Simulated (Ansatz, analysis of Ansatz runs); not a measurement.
## Moving an added electron between V sites in VCrO4 (Cmcm)

Aim: the energy barrier that a trapped electron meets when it moves from one V atom to another one nearby in VCrO4 (Cmcm). The model is a cell of 48 host atoms.

Method: plane-wave PAW DFT, PBEsol+U; relaxation of all atoms of a supercell at fixed charge in a uniform background; PAW set soft_1, in Ansatz 0.2.0.

**1. The starting structure**

The cell holds 48 atoms: 8 V, 8 Cr and 32 O. Cell: a = 10.245 Å, b = 8.210 Å, c = 9.968 Å, α = 67.8°, β = 47.9°, γ = 64.3°. It derives from VCrO4 (space group Cmcm). Nearest the centre at fractional (0.500, 0.000, 0.000): V5 at 1.93 Å, V4 at 1.93 Å, O17 at 2.12 Å, O26 at 2.12 Å, O24 at 2.12 Å, O31 at 2.12 Å, O35 at 2.19 Å, O42 at 2.19 Å.

Hubbard terms: V d 5.0 eV, Cr d 4.5 eV. They were chosen, not fitted, to curb self-interaction in the shells named, the trial site's among them. The two sites are V5 and V4. The cell's shortest repeat is 8.2 Å. The host's moments were started antiferromagnetic in the unit cell, high spin.

**2. The cell without the carrier**

The neutral cell is relaxed first, from small random displacements, so that bond lengths and moments with the carrier can be set beside those of a relaxed cell without it.

File neutral.relax/input.yaml:

```yaml
crystal:
  lattice:
    - [0.0, 8.27410282, 6.04108116]
    - [5.55937408, -7.0e-08, 6.04108126]
    - [5.55937408, 8.27410289, -1.0e-07]
  atoms:
    - { symbol: V, position: [0.052748, 0.697252, 0.302748] }
    - { symbol: V, position: [0.052748, 0.697252, 0.802748] }
    - { symbol: V, position: [0.552748, 0.197252, 0.302748] }
    - { symbol: V, position: [0.552748, 0.197252, 0.802748] }
    - { symbol: V, position: [0.447252, 0.802748, 0.197252] }
    - { symbol: V, position: [0.447252, 0.802748, 0.697252] }
    - { symbol: V, position: [0.947252, 0.302748, 0.197252] }
    - { symbol: V, position: [0.947252, 0.302748, 0.697252] }
    - { symbol: Cr, position: [0.0, 0.0, 0.0], spin: 3.0 }
    - { symbol: Cr, position: [0.0, 0.0, 0.5], spin: 3.0 }
    - { symbol: Cr, position: [0.5, 0.5, 0.0], spin: 3.0 }
    - { symbol: Cr, position: [0.5, 0.5, 0.5], spin: 3.0 }
    - { symbol: Cr, position: [0.25, 0.25, 0.25], spin: -3.0 }
    - { symbol: Cr, position: [0.25, 0.25, 0.75], spin: -3.0 }
    - { symbol: Cr, position: [0.75, 0.75, 0.25], spin: -3.0 }
    - { symbol: Cr, position: [0.75, 0.75, 0.75], spin: -3.0 }
    - { symbol: O, position: [0.253285, 0.996715, 0.268493] }
    - { symbol: O, position: [0.253285, 0.996715, 0.768493] }
    - { symbol: O, position: [0.753285, 0.496715, 0.268493] }
    - { symbol: O, position: [0.753285, 0.496715, 0.768493] }
    - { symbol: O, position: [0.246715, 0.503285, 0.231507] }
    - { symbol: O, position: [0.246715, 0.503285, 0.731507] }
    - { symbol: O, position: [0.746715, 0.003285, 0.231507] }
    - { symbol: O, position: [0.746715, 0.003285, 0.731507] }
    - { symbol: O, position: [0.481507, 0.268493, 0.496715] }
    - { symbol: O, position: [0.481507, 0.268493, 0.996715] }
    - { symbol: O, position: [0.981507, 0.768493, 0.496715] }
    - { symbol: O, position: [0.981507, 0.768493, 0.996715] }
    - { symbol: O, position: [0.018493, 0.231507, 0.003285] }
    - { symbol: O, position: [0.018493, 0.231507, 0.503285] }
    - { symbol: O, position: [0.518493, 0.731507, 0.003285] }
    - { symbol: O, position: [0.518493, 0.731507, 0.503285] }
    - { symbol: O, position: [0.116919, 0.352851, 0.147149] }
    - { symbol: O, position: [0.116919, 0.352851, 0.647149] }
    - { symbol: O, position: [0.616919, 0.852851, 0.147149] }
    - { symbol: O, position: [0.616919, 0.852851, 0.647149] }
    - { symbol: O, position: [0.102851, 0.866919, 0.133081] }
    - { symbol: O, position: [0.102851, 0.866919, 0.633081] }
    - { symbol: O, position: [0.602851, 0.366919, 0.133081] }
    - { symbol: O, position: [0.602851, 0.366919, 0.633081] }
    - { symbol: O, position: [0.383081, 0.147149, 0.352851] }
    - { symbol: O, position: [0.383081, 0.147149, 0.852851] }
    - { symbol: O, position: [0.883081, 0.647149, 0.352851] }
    - { symbol: O, position: [0.883081, 0.647149, 0.852851] }
    - { symbol: O, position: [0.397149, 0.633081, 0.366919] }
    - { symbol: O, position: [0.397149, 0.633081, 0.866919] }
    - { symbol: O, position: [0.897149, 0.133081, 0.366919] }
    - { symbol: O, position: [0.897149, 0.133081, 0.866919] }
basis:
  ecutwfc: 420
  xc_grid: 2
hamiltonian:
  xc: pbesol
  hubbard:
    sites: [{ species: V, l: d, u_eff: 5.0 }, { species: Cr, l: d, u_eff: 4.5 }]
    projectors: ortho-atomic
  pseudopotentials: { kind: paw, azcp: { folder: soft_1 }, xc_functional: pbe }
kpoints:
  mp_grid: { grid: [1, 1, 1] }
magnetization:
  spin_polarized: true
  initial_magnetization: 0
  spin_locking: { lock_magnetization: hard }
scf:
  occupations: { method: fermi_dirac, width: 0.01 }
  max_iter: 120
  lower_state_search: "off"
output:
  forces: true
relax:
  f_tol: 0.02
  max_steps: 70
  random_displacement: { amplitude: 0.04, seed: 3368 }
checkpoint:
  write: "../neutral.relax.run"
  compress: false
  write_wavefunctions: true
  write_every: 100000
```

Started as:

```bash
ansatz run input.yaml --threads 32 --pin off --max-ram 84787MiB --backend cuda --events-out ev --progress --plain --runs-dir out --max-vram 78GiB
```

Numbers of over 12 decimals in the logs are rounded to 6 here.

What it wrote:

```text
[... repeated set-up lines and file paths are left out, and long positions are rounded to six places ...]
Engine: ansatz 0.2.0, aarch64-unknown-linux-gnu
Pseudopotentials: kind: paw
Pseudopotential: V, paw, valence charge 13, recommended cutoff 420 eV (normal), soft_1/V.paw.azcp
Pseudopotential: Cr, paw, valence charge 14, recommended cutoff 420 eV (normal), soft_1/Cr.paw.azcp
Pseudopotential: O, paw, valence charge 6, recommended cutoff 420 eV (normal), soft_1/O.paw.azcp
Functional definition: PBEsol
  exchange = pbesol_x
  correlation = pbesol_c
[...]
Crystal: 48 atoms, lattice volume = 555.765 Å³
Basis set: ecut = 420 eV, 10849 PW (Γ), exchange–correlation on 144×120×144 points (8 copies of the dense FFT grid, shifted against one another)
Bands: 252, of which v1, the nominal top of the filled ones, is band 204 counted from 1 (203 counted from 0)
Symmetry: 1 space group operations
k-points: 1
Non-local potential: V, projectors of the file, l = 0: 3, l = 1: 2, l = 2: 3, l = 3: 1
Non-local potential: Cr, projectors of the file, l = 0: 3, l = 1: 2, l = 2: 3, l = 3: 1
Non-local potential: O, projectors of the file, l = 0: 2, l = 1: 2, l = 2: 1
PAW form: soft (Blöchl's): semilocal exchange-correlation on the pseudo side does not see the compensation charge
PAW frozen core: V, regenerated for the run's functional, and the local potential with it (the file was generated under x = pbe(κ = 0.804, μ = 0.219515), c = pbe(β = 0.066725))
[...]
E_nonlocal   = 2689.154563
  E_hartree    = 15606.966678
  E_xc         = -4066.236683
  E_vxc        = -5198.547932  (∫ρ·V_xc dr)
  E_hubbard    = 61.954964  (on-site DFT+U / exact-exchange correction)
  E_vhub       = -15.603603  (the Hubbard potential's part of the band-sum identity)
  E_paw        = -23318.175878  (= ΣΔE_a)
  E_vpaw       = -5190.269942  (= ΣTr[D̂ρ^β])
  E_aug_tail   = 0.039603  (compensation charges beyond the density's cutoff)
  E_ewald      = -30349.950777
  E_core_change = 3.606646  (= ΣΔE_core)
  E_smearing   = -0.000000  (= −TS)
  E_closure    = 0.000000  (closes the sum)
  Σ components = -67782.841312   (vs F -67782.841312, Δ=0.00e0)
--- Forces (eV/Å), atoms counted from 1 ---
  atom   1  V      0.00151010     0.00292068    -0.00346052
  atom   2  V     -0.00284737     0.00483121     0.00221133
  [... 1 atom left out ...]
  atom   4  V     -0.00036788     0.00312842    -0.00290147
  atom   5  V      0.00279222    -0.00628137     0.00518091
  [... 1 atom left out ...]
  [... 42 more lines of this table ...]
  max |Σ_I F_I| component: 5.06e-5 eV/Å
--- Band table (eV) ---
  k-point 0 ↑: bands = ["-65.2712", "-65.2706", "-65.2702", "-65.2696", "-62.2352", "-62.2349", "-62.2343", "-62.2340", "-57.7976", [... rest cut ...]
  k-point 0 ↓: bands = ["-65.2710", "-65.2707", "-65.2701", "-65.2697", "-62.2353", "-62.2348", "-62.2344", "-62.2339", "-57.7976", [... rest cut ...]
Occupation matrices written to <dir>
--- Relaxed structure (4 steps of the walk, 4 accepted, 0 SCFs on fresh bases) ---
  F+E_penalty+E_count = -67782.84131235 eV   max|allowed force component| = 1.922e-2 eV/Å
  atoms:
    - { symbol: V, position: [0.053791, 0.696844, 0.301999] }
    - { symbol: V, position: [0.053831, 0.696854, 0.802005] }
    [... 1 atom left out ...]
    - { symbol: V, position: [0.553864, 0.196826, 0.801970] }
    - { symbol: V, position: [0.448238, 0.802341, 0.196481] }
    [... 1 atom left out ...]
  [... 42 more lines of this table ...]
[key lines of the parts left out:]
SCF converged after 7 iterations
Magnetization: 0.0000 μB (204.0000 up, 204.0000 down)
Free energy (F): -67782.841312 eV
Fermi energy:    8.042832 (↑ 8.042827, ↓ 8.042837) eV
```

Elapsed: 3.4 s, on 1 × NVIDIA GB200 with 32 threads of Arm Neoverse V2, shared host; peak memory 1.3 GiB; 13 s of CPU time.

The largest displacement from an ideal site is 0.004 Å.

**3. The electron on the first site**

The nearest neighbour or neighbours of the site start displaced and the site's starting moment is changed by the carrier's spin, since a carrier doesn't trap itself in the undistorted lattice.

File A.relax/input.yaml:

```yaml
crystal:
  lattice:
    - [0.0, 8.27410282, 6.04108116]
    - [5.55937408, -7.0e-08, 6.04108126]
    - [5.55937408, 8.27410289, -1.0e-07]
  atoms:
    - { symbol: V, position: [0.053791, 0.696844, 0.301999] }
    - { symbol: V, position: [0.053831, 0.696854, 0.802005] }
    - { symbol: V, position: [0.553792, 0.196903, 0.301976] }
    - { symbol: V, position: [0.553864, 0.196826, 0.80197] }
    - { symbol: V, position: [0.448238, 0.802341, 0.196481], spin: 1.0 }
    - { symbol: V, position: [0.448287, 0.80248, 0.696398] }
    - { symbol: V, position: [0.94826, 0.302416, 0.196449] }
    - { symbol: V, position: [0.948305, 0.302376, 0.696411] }
    - { symbol: Cr, position: [0.001027, -0.000333, -0.000788], spin: 3.0 }
    - { symbol: Cr, position: [0.001047, -0.000413, 0.499199], spin: 3.0 }
    - { symbol: Cr, position: [0.50103, 0.499617, -0.000803], spin: 3.0 }
    - { symbol: Cr, position: [0.50106, 0.499647, 0.499191], spin: 3.0 }
    - { symbol: Cr, position: [0.250993, 0.249634, 0.249225], spin: -3.0 }
    - { symbol: Cr, position: [0.251089, 0.249645, 0.749206], spin: -3.0 }
    - { symbol: Cr, position: [0.751052, 0.749645, 0.249235], spin: -3.0 }
    - { symbol: Cr, position: [0.75105, 0.749578, 0.749258], spin: -3.0 }
    - { symbol: O, position: [0.241475, 1.009169, 0.272496] }
    - { symbol: O, position: [0.254472, 0.996202, 0.767761] }
    - { symbol: O, position: [0.754512, 0.496165, 0.267714] }
    - { symbol: O, position: [0.754524, 0.496137, 0.767695] }
    - { symbol: O, position: [0.247571, 0.503108, 0.230666] }
    - { symbol: O, position: [0.24762, 0.503106, 0.730736] }
    - { symbol: O, position: [0.747514, 0.003102, 0.230727] }
    - { symbol: O, position: [0.747588, 0.003014, 0.730756] }
    - { symbol: O, position: [0.48256, 0.268107, 0.495752] }
    - { symbol: O, position: [0.482532, 0.268159, 0.995732] }
    - { symbol: O, position: [0.982544, 0.768089, 0.495745] }
    - { symbol: O, position: [0.982523, 0.768187, 0.995765] }
    - { symbol: O, position: [0.019556, 0.23116, 0.002675] }
    - { symbol: O, position: [0.019543, 0.231079, 0.502674] }
    - { symbol: O, position: [0.524378, 0.72627, -0.010315] }
    - { symbol: O, position: [0.519512, 0.731152, 0.50267] }
    - { symbol: O, position: [0.117975, 0.352868, 0.146035] }
    - { symbol: O, position: [0.118033, 0.352728, 0.646061] }
    - { symbol: O, position: [0.630296, 0.856237, 0.142515] }
    - { symbol: O, position: [0.61797, 0.852837, 0.646104] }
    - { symbol: O, position: [0.10413, 0.866594, 0.132305] }
    - { symbol: O, position: [0.104196, 0.866542, 0.632239] }
    - { symbol: O, position: [0.604182, 0.366613, 0.132238] }
    - { symbol: O, position: [0.604252, 0.366519, 0.632211] }
    - { symbol: O, position: [0.384076, 0.146519, 0.352343] }
    - { symbol: O, position: [0.384121, 0.146418, 0.852402] }
    - { symbol: O, position: [0.88398, 0.646469, 0.352517] }
    - { symbol: O, position: [0.884191, 0.646398, 0.852304] }
    - { symbol: O, position: [0.394216, 0.620332, 0.378501] }
    - { symbol: O, position: [0.397952, 0.632716, 0.866087] }
    - { symbol: O, position: [0.897841, 0.132676, 0.366182] }
    - { symbol: O, position: [0.897875, 0.132671, 0.866145] }
total_charge: -1
basis:
  ecutwfc: 420
  xc_grid: 2
hamiltonian:
  xc: pbesol
  hubbard:
    sites: [{ species: V, l: d, u_eff: 5.0 }, { species: Cr, l: d, u_eff: 4.5 }]
    projectors: ortho-atomic
  pseudopotentials: { kind: paw, azcp: { folder: soft_1 }, xc_functional: pbe }
kpoints:
  mp_grid: { grid: [1, 1, 1] }
magnetization:
  spin_polarized: true
  initial_magnetization: 1
  spin_locking: { lock_magnetization: hard }
scf:
  occupations: { method: fermi_dirac, width: 0.01 }
  max_iter: 120
  lower_state_search: "off"
output:
  forces: true
relax:
  f_tol: 0.015
  max_steps: 70
  escape_saddle: false
checkpoint:
  write: "../A.relax.run"
  compress: false
  write_wavefunctions: true
  write_every: 100000
```

What it wrote:

```text
[...]
Crystal: 48 atoms, lattice volume = 555.765 Å³
Basis set: ecut = 420 eV, 10849 PW (Γ), exchange–correlation on 144×120×144 points (8 copies of the dense FFT grid, shifted against one another)
Bands: 253, of which v1, the nominal top of the filled ones, is band 205 counted from 1 (204 counted from 0)
Symmetry: 1 space group operations
[...]
k-points: 1
[...]
Starting moments: Σ|m| = 25 μB on 9 of 48 sites
[...]
SCF iter   1: F=—  HF=-67761.834489 eV  |Δ(HF+E_count)|=         —  Δρ=3.77e-2 (↑3.77e-2 ↓3.71e-2)  dr2=1.71e1  dr2_m=2.44e0  M=1.000 μB ∫|m|=28.830 μB  Hψ=1591
[...]
SCF iter   2: F=—  HF=-67766.787386 eV  |Δ(HF+E_count)|=    4.95e0  Δρ=2.71e-2 (↑2.69e-2 ↓2.71e-2)  dr2=8.45e0  dr2_m=1.32e0  M=1.000 μB ∫|m|=28.629 μB  Hψ=600
[...]
SCF iter  16: F=-67773.535793 eV  HF=-67773.535795 eV  |Δ(HF+E_count)|=   5.08e-6  Δρ=1.85e-5 (↑1.85e-5 ↓1.59e-5)  dr2=5.22e-6  dr2_m=2.92e-7  M=1.000 μB ∫|m|=26.974 μB  Hψ=1382
SCF 1 converged in 16 iterations: F = -67773.535793 eV  dr2 = 5.22e-6
[...]
relax step   1: F+E_penalty+E_count = -67773.53579285 eV  Δ(F+E_penalty+E_count) = +0.000e0 eV  max|allowed force component| = 1.463e0 eV/Å  Δτ_max = 0.0000 Å  (16 SCF iters, dr2 threshold 5.63e-6 eV, accepted)
[...]
relax step   2: F+E_penalty+E_count = -67773.75271764 eV  Δ(F+E_penalty+E_count) = -2.169e-1 eV  max|allowed force component| = 7.644e-1 eV/Å  Δτ_max = 0.0465 Å  (8 SCF iters, dr2 threshold 1.00e-4 eV, accepted)
relax step   3: F+E_penalty+E_count = -67773.80502437 eV  Δ(F+E_penalty+E_count) = -5.231e-2 eV  max|allowed force component| = 7.066e-2 eV/Å  Δτ_max = 0.0335 Å  (7 SCF iters, dr2 threshold 3.65e-5 eV, accepted)
relax step   4: F+E_penalty+E_count = -67773.80656931 eV  Δ(F+E_penalty+E_count) = -1.545e-3 eV  max|allowed force component| = 8.705e-2 eV/Å  Δτ_max = 0.0061 Å  (9 SCF iters, dr2 threshold 3.12e-7 eV, accepted)
relax step   5: F+E_penalty+E_count = -67773.80727852 eV  Δ(F+E_penalty+E_count) = -7.092e-4 eV  max|allowed force component| = 4.402e-2 eV/Å  Δτ_max = 0.0080 Å  (9 SCF iters, dr2 threshold 4.74e-7 eV, accepted)
relax step   6: F+E_penalty+E_count = -67773.80742710 eV  Δ(F+E_penalty+E_count) = -1.486e-4 eV  max|allowed force component| = 2.438e-2 eV/Å  Δτ_max = 0.0020 Å  (7 SCF iters, dr2 threshold 4.96e-7 eV, accepted)
[...]
SCF iter   3: F=—  HF=-67773.807468 eV  |Δ(HF+E_count)|=   7.67e-3  Δρ=4.97e-5 (↑4.97e-5 ↓3.05e-5)  dr2=1.35e-5  dr2_m=4.05e-6  M=1.000 μB ∫|m|=26.970 μB  Hψ=821
[...]
SCF iter   5: F=—  HF=-67773.807485 eV  |Δ(HF+E_count)|=   3.14e-6  Δρ=2.05e-5 (↑2.05e-5 ↓9.39e-6)  dr2=1.84e-6  dr2_m=6.20e-7  M=1.000 μB ∫|m|=26.970 μB  Hψ=770
[...]
SCF iter   7: F=—  HF=-67773.807490 eV  |Δ(HF+E_count)|=   2.92e-7  Δρ=4.40e-6 (↑4.40e-6 ↓4.30e-6)  dr2=4.07e-7  dr2_m=5.64e-9  M=1.000 μB ∫|m|=26.969 μB  Hψ=936
[...]
SCF iter   9: F=-67773.807490 eV  HF=-67773.807490 eV  |Δ(HF+E_count)|=  6.11e-10  Δρ=1.25e-6 (↑1.25e-6 ↓9.24e-7)  dr2=1.92e-8  dr2_m=1.44e-9  M=1.000 μB ∫|m|=26.969 μB  Hψ=1200
SCF 7 converged in 9 iterations: F = -67773.807490 eV  dr2 = 1.92e-8
relax step   7: F+E_penalty+E_count = -67773.80749020 eV  Δ(F+E_penalty+E_count) = -6.310e-5 eV  max|allowed force component| = 2.582e-3 eV/Å  Δτ_max = 0.0022 Å  (9 SCF iters, accepted)
[...]
NSCF: frozen V_eff on 1 k-points
[...]
SCF converged after 9 iterations
[...]
Magnetization: 1.0000 μB (205.0000 up, 204.0000 down)
Absolute magnetization: 27.0725 μB (∫|ρ↑−ρ↓|, with the PAW one-centre terms)
[...]
Per-site moments (μB) at R_I (Å): [(0.00810406, 0.682200), (0.00128313, 0.682837), (0.00127945, 0.682837), [... 6 left out ...]
Free energy (F): -67773.807490 eV
[...]
Internal energy: -67773.807490 eV  (E = F + TS)
E sigma→0 (E₀):  -67773.807490 eV
Fermi energy:    8.912020 (↑ 8.915399, ↓ 8.197236) eV
[...]
--- Forces (eV/Å), atoms counted from 1 ---
  atom   1  V      0.00001763     0.00112390    -0.00258261
  atom   2  V      0.00073629     0.00150533     0.00020338
  [... 1 atom left out ...]
  atom   4  V      0.00006062     0.00206247     0.00184480
  atom   5  V      0.00007176     0.00084386    -0.00043760
  [... 1 atom left out ...]
  [... 42 more lines of this table ...]
  max |Σ_I F_I| component: 1.13e-5 eV/Å
--- Band table (eV) ---
[...]
Occupation matrices written to <dir>
--- Relaxed structure (7 steps of the walk, 7 accepted, 0 SCFs on fresh bases) ---
  F+E_penalty+E_count = -67773.80749020 eV   max|allowed force component| = 2.582e-3 eV/Å
  atoms:
    - { symbol: V, position: [0.055325, 0.697569, 0.301270] }
    - { symbol: V, position: [0.053719, 0.696824, 0.802251] }
    [... 1 atom left out ...]
    - { symbol: V, position: [0.552774, 0.195678, 0.803160] }
    - { symbol: V, position: [0.452219, 0.798201, 0.200636] }
    [... 1 atom left out ...]
  [... 42 more lines of this table ...]
```

Elapsed: 5.3 s, on 1 × NVIDIA GB200 with 32 threads; peak memory 1.3 GiB.

The steps of the relaxation:

```
step  energy less that of the first step (eV)  largest force component (eV/Å)
   1                                   0.0000                          1.4634
   2                                  -0.2169                          0.7644
   3                                  -0.2692                          0.0707
   4                                  -0.2708                          0.0871
   5                                  -0.2715                          0.0440
   6                                  -0.2716                          0.0244
   7                                  -0.2717                          0.0026
```

The atoms that moved most (Å):

```
atom      dx      dy      dz  length
 O45   0.000  -0.072  -0.025   0.077
 O17  -0.050   0.055   0.002   0.074
 O31   0.050   0.054   0.002   0.074
  V5   0.000   0.067  -0.001   0.067
 O35   0.000  -0.051   0.010   0.052
Cr12   0.000  -0.041  -0.004   0.042
Cr15   0.000  -0.025   0.009   0.027
 O23   0.011   0.018   0.013   0.025
```

The moves above count from the input, in which the site's nearest neighbours were already displaced; the distances below compare with the cell without the carrier.

Distances from V5 without and with the electron:

```
atom  without (Å)  with (Å)
 O45         1.66      1.72
 O35         1.66      1.72
 O31         1.79      1.87
 O17         1.79      1.87
```

The largest changes of the moments are 0.71 μB on V5, 0.07 μB on Cr15 and -0.05 μB on O45. The largest part sits on the chosen site.

[end of part 1 of 2]

[Logs are printed without paths, hosts, clocks, repeated set-up lines and the standing remarks that a program may print on its own settings, such as how far it seeks lower states.]

[Hosts, paths, dates, database ids (printed as entryN), source tags and the programs' standing remarks are cut or masked in the printed files.]
